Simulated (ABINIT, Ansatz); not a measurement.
**A GW run on KRb2GaF6 (Fm-3m) in ABINIT, with inputs changed**

A base run on KRb2GaF6 (Fm-3m), then changed inputs.

Calculated with ABINIT 10.8.3; PBEsol and many-body steps on it, plane waves.

## 1. The structure

Symmetry: Fm-3m, No. 225, cubic system. The conventional cell has a = 8.757 Å, b = 8.757 Å, c = 8.757 Å, α = 90.00°, β = 90.00°, γ = 90.00°. K has 6 F at 2.48 Å nearest. Nearest to Rb lie 12 F at 3.11 Å. Nearest to Ga lie 6 F at 1.90 Å. Nearest to F lie 1 Ga at 1.90 Å and 1 K at 2.48 Å and 4 Rb at 3.11 Å. Farther neighbours and most contacts between anions are not listed.

Structure file:

```cif
data_structure
_symmetry_space_group_name_H-M 'Fm-3m'
_symmetry_Int_Tables_number 225
_cell_length_a 8.7571
_cell_length_b 8.7571
_cell_length_c 8.7571
_cell_angle_alpha 90.000
_cell_angle_beta 90.000
_cell_angle_gamma 90.000
_cell_volume 671.55
loop_
_atom_site_label
_atom_site_type_symbol
_atom_site_symmetry_multiplicity
_atom_site_Wyckoff_symbol
_atom_site_fract_x
_atom_site_fract_y
_atom_site_fract_z
_atom_site_occupancy
K1 K 4 b 0.50000 0.00000 0.00000 1
Rb1 Rb 8 c 0.25000 0.25000 0.75000 1
Ga1 Ga 4 a 0.00000 0.00000 0.00000 1
F1 F 24 e 0.50000 0.28344 0.00000 1
```

The cell and positions are those that the Materials Project relaxed with its own functionals (PBE, PBE+U or r2SCAN), kept fixed.

## 2. Screening, 2×2×2 mesh, 249 bands, screening to 141.5 eV

This step: ABINIT 10.8.3; RPA screening on PBEsol, plane waves, norm-conserving pseudopotentials.

The RPA dielectric matrix is built and inverted for each q.

File run.abi:

```
acell 3*1.0 Angstrom
rprim 
  -0.000000000000 4.378547672900 4.378547672900
  4.378547672900 -0.000000000000 4.378547672900
  4.378547672900 4.378547672900 -0.000000000000
ntypat 4
znucl 19 37 31 9
natom 10
typat 1 2 2 3 4 4 4 4 4 4
xred 
  0.500000000000 0.500000000000 0.500000000000
  0.750000000000 0.750000000000 0.750000000000
  0.250000000000 0.250000000000 0.250000000000
  0.000000000000 0.000000000000 0.000000000000
  0.783440950000 0.216559050000 0.783440950000
  0.216559050000 0.216559050000 0.783440950000
  0.783440950000 0.783440950000 0.216559050000
  0.783440950000 0.216559050000 0.216559050000
  0.216559050000 0.783440950000 0.216559050000
  0.216559050000 0.783440950000 0.783440950000
pp_dirpath "pseudos"
pseudos "K.upf, Rb.upf, Ga.upf, F.upf"
ecut 45
ngkpt 2 2 2
nshiftk 1
shiftk 0 0 0
kptopt 1
chksymbreak 0
istwfk *1
occopt 1
irdwfk 1
optdriver 3
nband 249
ecuteps 5.2
inclvkb 2
awtr 1
symchi 1
indata_prefix "in"
outdata_prefix "out"
tmpdata_prefix "tmp"
```

The run is started by

```console
$ OMP_NUM_THREADS=1 mpirun -n 8 abinit run.abi > log
```

The program printed:

```text
.Version 10.8.3 of ABINIT. v10.8.2 released Aug 2026.

 Symmetries : space group Fm -3 m (#225); Bravais cF (face-center cubic)
[... echo of the input left out ...]
== DATASET  1 ==================================================================
-   mpi_nproc: 8, omp_nthreads: 1 (-1 if OMP is not activated)

--- !DatasetInfo
iteration_state: {dtset: 1, }
dimensions: {natom: 10, nkpt: 3, mband: 249, nsppol: 1, nspinor: 1, nspden: 1, mpw: 16361, }
cutoff_energies: {ecut:  45.0, pawecutdg:  -1.0, }
electrons: {nelect:   9.00000000E+01, charge:   0.00000000E+00, occopt:   1.00000000E+00, tsmear:   1.00000000E-02, }

 SCREENING: Calculation of the susceptibility and dielectric matrices

 Based on a program developped by R.W. Godby, V. Olevano, G. Onida, and L. Reining.
 Incorporated in ABINIT by V. Olevano, G.-M. Rignanese, and M. Torrent.
.Using double precision arithmetic ; gwpc =  8

[... cell and pseudopotentials left out ...]
--------------------------------------------------------------------------------

 ==== K-mesh for the wavefunctions ====
 Number of points in the irreducible wedge :     3
[... list of points left out ...]
 Together with 48 symmetry operations and time-reversal symmetry
 yields     8 points in the full Brillouin Zone.

 ==== Q-mesh for the screening function ====
 Number of points in the irreducible wedge :     3
[... list of points left out ...]
 Together with 48 symmetry operations and time-reversal symmetry
 yields     8 points in the full Brillouin Zone.

 setmesh: FFT mesh size selected  =    48x   48x   48
          total number of points  =       110592

 vcoul_init : cutoff-mode = AUXILIARY_FUNCTION
 q-points for optical limit:   1
     1)      0.000010    0.000020    0.000030

- screening: taking advantage of time-reversal symmetry
- Maximum band index for partially occupied states nbvw = 45
- Remaining bands to be divided among processors   nbcw = 204
- Number of bands treated by each node ~25

 Number of electrons calculated from density =   90.0000; Expected =   90.0000
 average of density, n =  0.079438
 r_s =    1.4431
 omega_plasma =   27.1874 [eV]

 calculating chi0 at frequencies [eV] :
  1    0.000000E+00    0.000000E+00
  2    0.000000E+00    2.718745E+01

--------------------------------------------------------------------------------
  q-point number  1        q = ( 0.000000, 0.000000, 0.000000) [r.l.u.]
--------------------------------------------------------------------------------
[... chi0 elements left out ...]
 For q-point:  0.000010 0.000020 0.000030
  dielectric constant =   2.0645
  dielectric constant without local fields =   2.2738

  Average fulfillment of the sum rule on Im[epsilon] for q-point    1 :     50.20  [%]
[... wings left out ...]
  q-point number  2        q = ( 0.500000, 0.000000, 0.000000) [r.l.u.]
--------------------------------------------------------------------------------
[... chi0 elements left out ...]
  Average fulfillment of the sum rule on Im[epsilon] for q-point    2 :     53.86  [%]

 [... 1 further q-points ...]
```

It took 5.1 min on 8 MPI ranks of Arm Neoverse N1, shared host; peak memory 5.8 GiB; 41 min of CPU time.

Numbers from this step:

```
ε∞ with local fields, on this mesh, along the program's q direction : 2.064
the same without local fields                                       : 2.274
plasma frequency                                                    : 27.19 eV
plane waves in the screening matrix                                 : 645
```

Local fields lower ε∞ by 9 %. On a Γ-centred mesh this coarse the value itself is usually too large, while a short band sum pulls it down.

## 3. Base

The self-energy is evaluated for the states that the input lists, and the levels follow from it, in one-shot runs by the linearised quasiparticle equation.

This step: G0W0 on PBEsol, plane waves, norm-conserving pseudopotentials.

Edit run.abi of step 2 so:

```diff
@@ -31,8 +31,15 @@
 irdwfk 1
-optdriver 3
+optdriver 4
 nband 249
+gwcalctyp 0
+ecutsigx 45
+symsigma 1
+nkptgw 1
+kptgw 
+  0.0000000000 0.0000000000 0.0000000000
+bdgw 
+  43 48
 ecuteps 5.2
-inclvkb 2
-awtr 1
-symchi 1
+irdscr 1
+ppmodel 1
 indata_prefix "in"
```

The program printed:

```text
.Version 10.8.3 of ABINIT. v10.8.2 released Aug 2026.

 Symmetries : space group Fm -3 m (#225); Bravais cF (face-center cubic)
[... echo of the input left out ...]
== DATASET  1 ==================================================================
-   mpi_nproc: 8, omp_nthreads: 1 (-1 if OMP is not activated)

--- !DatasetInfo
iteration_state: {dtset: 1, }
dimensions: {natom: 10, nkpt: 3, mband: 249, nsppol: 1, nspinor: 1, nspden: 1, mpw: 16361, }
cutoff_energies: {ecut:  45.0, pawecutdg:  -1.0, }
electrons: {nelect:   9.00000000E+01, charge:   0.00000000E+00, occopt:   1.00000000E+00, tsmear:   1.00000000E-02, }

 SIGMA: Calculation of the GW corrections

 Based on a program developped by R.W. Godby, V. Olevano, G. Onida, and L. Reining.
 Incorporated in ABINIT by V. Olevano, G.-M. Rignanese, and M. Torrent.
.Using double precision arithmetic ; gwpc =  8

[... cell and pseudopotentials left out ...]
--------------------------------------------------------------------------------

 ==== K-mesh for the wavefunctions ====
 Number of points in the irreducible wedge :     3
[... list of points left out ...]
 Together with 48 symmetry operations and time-reversal symmetry
 yields     8 points in the full Brillouin Zone.

 ==== Q-mesh for screening function ====
 Number of points in the irreducible wedge :     3
[... list of points left out ...]
 Together with 48 symmetry operations and time-reversal symmetry
 yields     8 points in the full Brillouin Zone.

 vcoul_init : cutoff-mode = AUXILIARY_FUNCTION
 q-points for optical limit:   1
     1)      0.000010    0.000020    0.000030
 setmesh: FFT mesh size selected  =    72x   72x   72
          total number of points  =       373248

 Number of electrons calculated from density =   90.0000; Expected =   90.0000
 average of density, n =  0.079438
 r_s =    1.4431
 omega_plasma =   27.1874 [eV]

 === KS Band Gaps ===
  >>>> For spin  1
   Minimum direct gap =   6.1897 [eV], located at k-point      :   0.0000  0.0000  0.0000
   Fundamental gap    =   6.1897 [eV], Top of valence bands at :   0.0000  0.0000  0.0000
                                       Bottom of conduction at :   0.0000  0.0000  0.0000
 SIGMA fundamental parameters:
 PLASMON POLE MODEL  1
 number of plane-waves for SigmaX                16361
 number of plane-waves for SigmaC and W            645
 number of plane-waves for wavefunctions         16361
 number of bands                                   249
 number of independent spin polarizations            1
 number of spinorial components                      1
 number of k-points in IBZ                           3
 number of q-points in IBZ                           3
 number of symmetry operations                      48
 number of k-points in BZ                            8
 number of q-points in BZ                            8
 number of frequencies for dSigma/dE                 9
 frequency step for dSigma/dE [eV]                0.25
 number of omega for Sigma on real axis              0
 max omega for Sigma on real axis  [eV]           0.00
 zcut for avoiding poles [eV]                     0.10

 EPSILON^-1 parameters (SCR file):
 dimension of the eps^-1 matrix on file            645
 dimension of the eps^-1 matrix used               645
 number of plane-waves for wavefunctions         16361
 number of bands                                   249
 number of q-points in IBZ                           3
 number of frequencies                               2
 number of real frequencies                          1
 number of imag frequencies                          1

 matrix elements of self-energy operator (all in [eV])

 Perturbative Calculation

--- !SelfEnergy_ee
iteration_state: {dtset: 1, }
kpoint     : [   0.000,    0.000,    0.000, ]
spin       : 1
KS_gap     :    6.190
QP_gap     :    9.751
Delta_QP_KS:    3.561
data: !SigmaeeData |
     Band     E0 <VxcDFT>   SigX SigC(E0)      Z dSigC/dE  Sig(E)    E-E0       E
       43  -0.821 -22.439 -29.922   5.174   0.813  -0.230 -24.317  -1.878  -2.699
       44  -0.821 -22.439 -29.922   5.174   0.813  -0.230 -24.317  -1.878  -2.699
       45  -0.821 -22.439 -29.922   5.174   0.813  -0.230 -24.317  -1.878  -2.699
       46   5.369 -10.808  -6.266  -2.656   0.892  -0.121  -9.124   1.684   7.052
       47   8.334  -8.349  -3.744  -2.642   0.903  -0.108  -6.577   1.773  10.106
       48   8.334  -8.349  -3.744  -2.642   0.903  -0.108  -6.577   1.773  10.106

== END DATASET(S) ==============================================================
================================================================================

 -outvars: echo values of variables after computation  --------
           etotal      0.0000000000E+00
            nband         249
             nkpt           3
          spgroup         225
 [... the other variables as echoed above ...]

 Calculation completed.
```

It took 39 s on 8 MPI ranks; peak memory 3.8 GiB; 5.2 min of CPU time.

This step gave:

- G0W0 gap on the points computed: 9.751 eV
- starting gap on the mesh: 6.190 eV
- k of the valence top: 0, 0, 0
- k of the conduction bottom: 0, 0, 0
- Z at the valence top: 0.813
- Z at the conduction bottom: 0.892
- least direct G0W0 gap on the computed points: 9.751 eV

The gap on the mesh goes from 6.19 eV to 9.75 eV, a correction of +3.56 eV.

## 4. Broadening of the poles

Edit run.abi of step 3 so:

```diff
@@ -44,2 +44,3 @@
 ppmodel 1
+zcut 1.0 eV
 indata_prefix "in"
```

The program printed:

```text
.Version 10.8.3 of ABINIT. v10.8.2 released Aug 2026.

 Symmetries : space group Fm -3 m (#225); Bravais cF (face-center cubic)
[... echo of the input left out ...]
== DATASET  1 ==================================================================
-   mpi_nproc: 8, omp_nthreads: 1 (-1 if OMP is not activated)

--- !DatasetInfo
iteration_state: {dtset: 1, }
dimensions: {natom: 10, nkpt: 3, mband: 249, nsppol: 1, nspinor: 1, nspden: 1, mpw: 16361, }
cutoff_energies: {ecut:  45.0, pawecutdg:  -1.0, }
electrons: {nelect:   9.00000000E+01, charge:   0.00000000E+00, occopt:   1.00000000E+00, tsmear:   1.00000000E-02, }

 SIGMA: Calculation of the GW corrections

 Based on a program developped by R.W. Godby, V. Olevano, G. Onida, and L. Reining.
 Incorporated in ABINIT by V. Olevano, G.-M. Rignanese, and M. Torrent.
.Using double precision arithmetic ; gwpc =  8

[... cell and pseudopotentials left out ...]
--------------------------------------------------------------------------------

 ==== K-mesh for the wavefunctions ====
 Number of points in the irreducible wedge :     3
[... list of points left out ...]
 Together with 48 symmetry operations and time-reversal symmetry
 yields     8 points in the full Brillouin Zone.

 ==== Q-mesh for screening function ====
 Number of points in the irreducible wedge :     3
[... list of points left out ...]
 Together with 48 symmetry operations and time-reversal symmetry
 yields     8 points in the full Brillouin Zone.

 vcoul_init : cutoff-mode = AUXILIARY_FUNCTION
 q-points for optical limit:   1
     1)      0.000010    0.000020    0.000030
 setmesh: FFT mesh size selected  =    72x   72x   72
          total number of points  =       373248

 Number of electrons calculated from density =   90.0000; Expected =   90.0000
[...]
number of k-points in BZ                            8
 number of q-points in BZ                            8
 number of frequencies for dSigma/dE                 9
 frequency step for dSigma/dE [eV]                0.25
 number of omega for Sigma on real axis              0
 max omega for Sigma on real axis  [eV]           0.00
 zcut for avoiding poles [eV]                     1.00

 EPSILON^-1 parameters (SCR file):
 dimension of the eps^-1 matrix on file            645
 dimension of the eps^-1 matrix used               645
 number of plane-waves for wavefunctions         16361
 number of bands                                   249
 number of q-points in IBZ                           3
 number of frequencies                               2
 number of real frequencies                          1
 number of imag frequencies                          1

 matrix elements of self-energy operator (all in [eV])

 Perturbative Calculation

--- !SelfEnergy_ee
iteration_state: {dtset: 1, }
kpoint     : [   0.000,    0.000,    0.000, ]
spin       : 1
KS_gap     :    6.190
QP_gap     :    9.751
Delta_QP_KS:    3.561
data: !SigmaeeData |
     Band     E0 <VxcDFT>   SigX SigC(E0)      Z dSigC/dE  Sig(E)    E-E0       E
       43  -0.821 -22.439 -29.922   5.174   0.813  -0.230 -24.316  -1.878  -2.699
       44  -0.821 -22.439 -29.922   5.174   0.813  -0.230 -24.316  -1.878  -2.699
       45  -0.821 -22.439 -29.922   5.174   0.813  -0.230 -24.316  -1.878  -2.699
       46   5.369 -10.808  -6.266  -2.656   0.892  -0.121  -9.124   1.684   7.052
       47   8.334  -8.349  -3.744  -2.642   0.903  -0.107  -6.577   1.773  10.106
       48   8.334  -8.349  -3.744  -2.642   0.903  -0.107  -6.577   1.773  10.106

== END DATASET(S) ==============================================================
================================================================================

 -outvars: echo values of variables after computation  --------
           etotal      0.0000000000E+00
            nband         249
             nkpt           3
          spgroup         225
 [... the other variables as echoed above ...]

 Calculation completed.
```

It took 35 s on 8 MPI ranks; peak memory 3.8 GiB; 4.6 min of CPU time.

This step gave:

- G0W0 gap on the points computed: 9.751 eV
- starting gap on the mesh: 6.190 eV
- k of the valence top: 0, 0, 0
- k of the conduction bottom: 0, 0, 0
- Z at the valence top: 0.813
- Z at the conduction bottom: 0.892
- least direct G0W0 gap on the computed points: 9.751 eV

Against G0W0 in ABINIT (2×2×2 mesh, 249 bands, screening to 141.5 eV, Godby-Needs plasmon pole), the gap moves by +0.000 eV.

(Continued in part 2 of 2.)

[Paths, hosts, dates, memory and timing lines, banners, echoed tables and standing remarks are left out of the program output.]

[Logs are printed without paths, hosts, clocks, repeated set-up lines and the standing remarks that a program may print on its own settings, such as how far it seeks lower states.]

[Runs of the session that timed out or met a known fault of the program may be left out.]

[No measured gap is set beside runs whose start may be inverted or whose files or cutoffs have a known fault.]

[Hosts, paths, dates, database ids (printed as entryN), source tags and the programs' standing remarks are cut or masked in the printed files.]

[G0W0 gaps are taken among the corrected bands and points alone; a level outside them can change the order at an edge.]

[Where Ansatz stands beside ABINIT at settings called matched, ABINIT's density can come from a denser mesh and the files from another edition; pairs whose starting gaps differed by over 0.03 eV were left out, so agreement reads better than it is.]
